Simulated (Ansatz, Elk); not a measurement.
**How far do independent atoms describe LiNb3?**

Structure refinements treat a crystal as free atoms side by side. For a made-up structure of LiNb3 (cell and positions from a PBE relaxation) the runs below show what the calculated density changes in F(hkl).

Method: DFT, PBE, all-electron APW+lo, Dirac cores, scalar-relativistic bands, static density, no spin, in Elk 11.2.3 (patched build).

The structure was built from a prototype and need not be the compound's stable phase.

### Step 1. The starting structure

Symmetry: P4/mmm, No. 123, tetragonal system. Conventional cell: a = 4.496 Å, b = 4.496 Å, c = 3.373 Å, α = 90.00°, β = 90.00°, γ = 90.00°. Nearest to Nb lie 8 Nb at 2.81 Å. Nb has 4 Li at 2.81 Å and 4 Nb at 2.81 Å nearest. Li has 8 Nb at 2.81 Å nearest. Farther neighbours are not listed.

### Step 2. Ground state and structure factors

An all-electron density is needed, since X-rays see the cores too. Task 0 finds the density and task 195 Fourier-transforms it; tshift is off so that phases refer to the origin typed.

File elk.in:

```
tasks
  0
  195

xctype
  20

spinpol
  .false.

rgkmax
  7.0

gmaxvr
  14.0

lmaxo
  7

lmaxapw
  8

swidth
  0.002

tshift
  .false.

ramdisk
  .false.

hmaxvr
  5.5

maxscl
  120

epspot
  1e-06

sppath
  './'

avec
  8.49645804958 -0.00000000000 0.00000000000
  -0.00000000000 8.49645804958 0.00000000000
  -0.00000000000 0.00000000000 6.37409665921

atoms
  2
  'Nb.in'
  3
  0.5000000000 0.5000000000 -0.0000000000   0.000000 0.000000 0.000000
  0.5000000000 -0.0000000000 0.5000000000   0.000000 0.000000 0.000000
  -0.0000000000 0.5000000000 0.5000000000   0.000000 0.000000 0.000000
  'Li.in'
  1
  0.0000000000 0.0000000000 0.0000000000   0.000000 0.000000 0.000000

ngridk
  5 5 7
```

Started as:

```console
> OMP_NUM_THREADS=4 elk
```

Numbers of over 12 decimals in the logs are rounded to 6 here.

Output:

```text
┌─────────────────────────┐
│ Elk code version 11.2.3 │
└─────────────────────────┘

All units are atomic (Hartree, Bohr, etc.)

┌─────────────────────────────────────────────────┐
│ Ground-state run starting from atomic densities │
└─────────────────────────────────────────────────┘

Lattice vectors :
   8.496458050      -0.000000000       0.000000000
  -0.000000000       8.496458050       0.000000000
  -0.000000000       0.000000000       6.374096659

Reciprocal lattice vectors :
  0.7395064238       0.000000000       0.000000000
   0.000000000      0.7395064238       0.000000000
  -0.000000000      -0.000000000      0.9857373747

Unit cell volume      :    460.1447591
Brillouin zone volume :   0.5390699525

Muffin-tin inner radius fraction :   0.1000000000E-01

Nuclei treated as point charges

Species : 1 (Nb)
 parameters loaded from : Nb.in
 name : niobium
 nuclear charge    :   -41.00000000
 electronic charge :    41.00000000
 atomic mass :    169357.9704
 muffin-tin radius :    2.600000000
 number of radial points in muffin-tin :   1193
 inner part over the whole radius :   0.9932322271E-02
 number on inner part of muffin-tin    :    848
 approximate nuclear radius :   0.8268951942E-04
 number of mesh points to nuclear radius :    418
 atomic positions (lattice), magnetic fields (Cartesian) :
  1 :   0.50000000  0.50000000  0.00000000    0.00000000  0.00000000  0.00000000
  2 :   0.50000000  0.00000000  0.50000000    0.00000000  0.00000000  0.00000000
  3 :   0.00000000  0.50000000  0.50000000    0.00000000  0.00000000  0.00000000

Species : 2 (Li)
 parameters loaded from : Li.in
 name : lithium
 nuclear charge    :   -3.000000000
 electronic charge :    3.000000000
 atomic mass :    12652.66898
 muffin-tin radius :    1.800000000
 number of radial points in muffin-tin :    593
 inner part over the whole radius :   0.9806707936E-02
 number on inner part of muffin-tin    :    401
 approximate nuclear radius :   0.4000070961E-04
 number of mesh points to nuclear radius :    148
 atomic positions (lattice), magnetic fields (Cartesian) :
  1 :   0.00000000  0.00000000  0.00000000    0.00000000  0.00000000  0.00000000

Total number of atoms per unit cell :    4
Total muffin-tin volume :    245.2955544
 ratio of muffin-tin to unit cell volume :   0.5330834472

Spin treatment :
 spin-unpolarised

Number of Bravais lattice symmetries :   16
Number of crystal symmetries         :   16
Crystal has inversion symmetry
Real symmetric eigensolver will be used

k-point grid :      5     5     7
k-point offset :    0.000000000       0.000000000       0.000000000
k-point set is reduced with full crystal symmetry group
Total number of k-points :       24

Muffin-tin radius times maximum |G+k| :    7.000000000
 using average radius
Maximum |G+k| for APW functions       :    2.916666667
Maximum (1/2)|G+k|²                   :    4.253472222
Maximum |G| for potential and density :    14.00000000
Constant for pseudocharge density :    9
 order of it for each species :   16  16
 order of it for pair densities of each species (exact exchange by exxq0 0: 17) :   11   4
Radial integration step length :    1

G-vector grid sizes :     40    40    30
Number of G-vectors :    21329

Maximum angular momentum used for
 APW functions            :    8
 outer part of muffin-tin :    7
 inner part of muffin-tin :    2

Total nuclear charge    :   -126.0000000
Total core charge       :    84.00000000
Total valence charge    :    42.00000000
Total excess charge     :    0.000000000
Total electronic charge :    126.0000000

Effective Wigner radius, rₛ :   0.9553117259

Number of empty states         :     16
Total number of valence states :     38
Total number of core states    :     84

Third-order local-orbitals added for an l without core states : T
Total number of local-orbitals :     63

Exchange-correlation functional :     20     0     0
 Perdew-Burke-Ernzerhof, Phys. Rev. Lett. 77, 3865 (1996)
 gradient requirement :    1
[...]
electron entropic           :    -0.11983170814098E-02
 total energy                :     -11470.030852684

Density of states at Fermi energy :    85.95804695
 (states/Hartree/unit cell)

Estimated indirect band gap :   0.5011638267E-03
 from k-point 9 to k-point 21
Estimated direct band gap   :   0.1154021890E-01
 at k-point 10

Charges :
 core                        :    84.00000000
 valence                     :    42.00000000
 interstitial                :    6.452684074
 muffin-tins (core leakage)
  species : 1 (Nb)
   atom 1                    :    39.59346920     (  0.6893861695E-06)
   atom 2                    :    38.81698255     (  0.6769020757E-06)
   atom 3                    :    38.81698255     (  0.6769020757E-06)
  species : 2 (Li)
   atom 1                    :    2.319881619     (   0.000000000    )
 total in muffin-tins        :    119.5473159
 total calculated charge     :    125.9998000
 total charge                :    126.0000000
 error                       :   0.1999807849E-03

RMS change in Kohn-Sham potential (target) :    5.419046997     (  0.1000000000E-05)
Absolute change in total energy (target)   :   0.3143845282     (  0.1000000000E-03)

[... loops 3 to 16 left out ...]

┌──────────────────┐
│ Loop number : 17 │
└──────────────────┘

Energies :
 Fermi                       :     0.322446
 sum of occupied eigenvalues :     -6805.2207283391
 electron kinetic            :      11869.870114507
 core electron kinetic       :      11617.563595822
 Coulomb                     :     -22979.618927570
 Coulomb potential           :     -18207.069973890
 nuclear-nuclear             :     -1329.2289609614
 electron-nuclear            :     -25128.100429900
 Hartree                     :      3477.7104632923
 Madelung                    :     -13876.083940624
 xc potential                :     -468.02086895527
 exchange                    :     -352.68499244761
 correlation                 :     -6.458223
 electron entropic           :    -0.15655120900498E-02
 total energy                :     -11468.893594045

Density of states at Fermi energy :    127.8066646
 (states/Hartree/unit cell)

Estimated indirect band gap :   0.6153292743E-03
 from k-point 23 to k-point 11
Estimated direct band gap   :   0.3388213488E-02
 at k-point 3

Charges :
 core                        :    84.00000000
 valence                     :    42.00000000
 interstitial                :    5.842387341
 muffin-tins (core leakage)
  species : 1 (Nb)
[...]
species : 2 (Li)
   atom 1                    :    2.251966679     (   0.000000000    )
 total in muffin-tins        :    120.1576127
 total calculated charge     :    125.9997302
 total charge                :    126.0000000
 error                       :   0.2697801016E-03

RMS change in Kohn-Sham potential (target) :   0.9974647772E-06 (  0.1000000000E-05)
Absolute change in total energy (target)   :   0.7848870155E-05 (  0.1000000000E-03)

Convergence targets achieved

┌──────────────────┐
│ Loop number : 18 │
└──────────────────┘

Energies :
 Fermi                       :     0.322446
 sum of occupied eigenvalues :     -6805.2207364638
 electron kinetic            :      11869.870112008
 core electron kinetic       :      11617.563589621
 Coulomb                     :     -22979.618933441
 Coulomb potential           :     -18207.069965962
 nuclear-nuclear             :     -1329.2289609614
 electron-nuclear            :     -25128.100449718
 Hartree                     :      3477.7104772379
 Madelung                    :     -13876.083950461
 xc potential                :     -468.02088250951
 exchange                    :     -352.68499280721
 correlation                 :     -6.458223
 electron entropic           :    -0.15655115650175E-02
 total energy                :     -11468.893602779

Density of states at Fermi energy :    127.8066264
 (states/Hartree/unit cell)

Estimated indirect band gap :   0.6153295540E-03
 from k-point 23 to k-point 11
Estimated direct band gap   :   0.3388187380E-02
 at k-point 3

Charges :
 core                        :    84.00000000
 valence                     :    42.00000000
 interstitial                :    5.842387065
 muffin-tins (core leakage)
  species : 1 (Nb)
   atom 1                    :    39.45668204     (  0.6216212611E-06)
   atom 2                    :    39.22448212     (  0.6035379876E-06)
   atom 3                    :    39.22448212     (  0.6035379876E-06)
  species : 2 (Li)
   atom 1                    :    2.251966645     (   0.000000000    )
 total in muffin-tins        :    120.1576129
 total calculated charge     :    125.9997302
 total charge                :    126.0000000
 error                       :   0.2697800667E-03

┌──────────────────────────────┐
│ Self-consistent loop stopped │
└──────────────────────────────┘

Wrote STATE.OUT
```

It took 16 s on 4 threads of Arm Neoverse V2, shared host; peak memory 0.16 GiB.

SFACRHO.OUT:

```text

h k l indices transformed by vhmat matrix:
   1.000000000       0.000000000       0.000000000    
   0.000000000       1.000000000       0.000000000    
   0.000000000       0.000000000       1.000000000    

      h      k      l  multipl.   |H|            Re(F)            Im(F)           |F|

      0      0      0      1   0.0000000       126.00000      0.35529226E-19   126.00000    
      0      1      0      4  0.73950642      -34.764499      0.39849852E-13   34.764499    
      0      0      1      2  0.98573737      -32.736198      0.38471916E-13   32.736198    
     -1     -1      0      4   1.0458200      -32.305233     -0.28355208E-15   32.305233    
      0     -1      1      8   1.2322938      -30.952426     -0.58891291E-14   30.952426    
     -1      1     -1      8   1.4371561       95.472238      0.41058434E-13   95.472238    
      0     -2      0      4   1.4790128       94.600728      0.70382207E-13   94.600728    
     -2      1      0      8   1.6535866      -28.009660      0.33998512E-13   28.009660    
     -2      0      1      8   1.7774018      -27.434195      0.33062341E-13   27.434195    
     -2      1      1     16   1.9251044      -26.672384     -0.64057393E-13   26.672384    
      0      0     -2      2   1.9714747       85.018573      0.63521137E-13   85.018573    
     -2     -2      0      4   2.0916400       82.921128      0.12317859E-12   82.921128    
     -1      0      2      8   2.1056074      -25.528492     -0.18829179E-13   25.528492    
     -3      0      0      4   2.2185193      -25.217681     -0.11377197E-12   25.217681    
     -1     -1      2      8   2.2316927      -24.971850      0.83376548E-13   24.971850    
     -2      2      1      8   2.3122794      -24.632882      0.40832982E-13   24.632882    
     -1      3      0      8   2.3385246      -24.446394     -0.11349616E-13   24.446394    
      0      3      1      8   2.4276544      -24.031906      0.11379286E-13   24.031906
```

Elk indexes on the primitive cell of elk.in and gives |H| = 4π sin θ/λ in inverse bohr. Below, one row stands for each form hkl of the conventional cell (m members, Friedel mates merged), F is for one primitive cell and the density is static (no thermal factor). Free-atom factors are Waasmaier and Kirfel's, and R is Σm||F|−|F'||/Σm|F|.

```
hkl   m  sin θ/λ (Å⁻¹)  abs F, DFT  neutral atoms   diff.
100   4          0.111      34.764         34.886  -0.122
001   2          0.148      32.736         33.072  -0.336
110   4          0.157      32.305         32.625  -0.320
101   8          0.185      30.952         31.257  -0.304
111   8          0.216      95.472         96.230  -0.758
200   4          0.222      94.601         95.306  -0.705
210   8          0.249      28.010         28.343  -0.334
201   8          0.267      27.434         27.542  -0.108
211  16          0.289      26.672         26.624  +0.049
002   2          0.296      85.019         85.116  -0.097
220   4          0.315      82.921         82.841  +0.080
102   8          0.317      25.529         25.564  -0.035
300   4          0.334      25.218         24.938  +0.280
112   8          0.336      24.972         24.867  +0.105
221   8          0.348      24.633         24.442  +0.191
310   8          0.352      24.446         24.306  +0.140
301   8          0.365      24.032         23.860  +0.172
202   8          0.371      76.787         76.408  +0.379
311  16          0.382      75.639         75.261  +0.379
212  16          0.387      23.399         23.171  +0.228
320   8          0.401      22.848         22.755  +0.093
321  16          0.427      22.095         22.020  +0.075
```

### Step 3. The highest occupied states alone

An energy window below the Fermi level keeps the highest occupied states, to see at which angles they scatter; shallow core shells can lie inside it and anion s states outside. No new self-consistency is needed.

Changes to elk.in since step 2:

```diff
@@ -1,3 +1,2 @@
 tasks
-  0
   195
@@ -40,2 +39,5 @@
 
+wsfac
+  -0.045050 0.622450
+
 sppath
```

Started as:

```console
> OMP_NUM_THREADS=4 elk
```

Output:

```text
┌─────────────────────────────────┐
│ Elk code version 11.2.3 started │
└─────────────────────────────────┘

Info(readinput): the functional depends on the density's gradient
 muffin-tin radial points multiplied by    2.00000
 (not where nrmtscf is given)

┌────────────────────┐
│ Current task : 195 │
└────────────────────┘

Info(sfacrho): density structure factors written to SFACRHO.OUT

 Energy window :  -0.4505000000E-01  0.6224500000

┌──────────────────┐
│ Elk code stopped │
└──────────────────┘
```

Run time: 5.2 s. Hardware: 4 threads; peak memory 0.16 GiB.

States within 10 eV below the Fermi level hold 16.00 electrons; any levels below the window count with the cores. Their amplitudes can exceed the total, where window and core parts have opposite phase:

```
hkl  sin θ/λ (Å⁻¹)  abs F, window  abs F, all
100          0.111          2.317      34.764
001          0.148          1.340      32.736
110          0.157          1.204      32.305
101          0.185          0.824      30.952
111          0.216          1.482      95.472
200          0.222          1.354      94.601
210          0.249          0.157      28.010
201          0.267          0.215      27.434
211          0.289          0.269      26.672
002          0.296          0.464      85.019
```

(Continued in part 2 of 2.)

[Logs are printed without paths, hosts, clocks, repeated set-up lines and the standing remarks that a program may print on its own settings, such as how far it seeks lower states.]

[Hosts, paths, dates, database ids (printed as entryN), source tags and the programs' standing remarks are cut or masked in the printed files.]
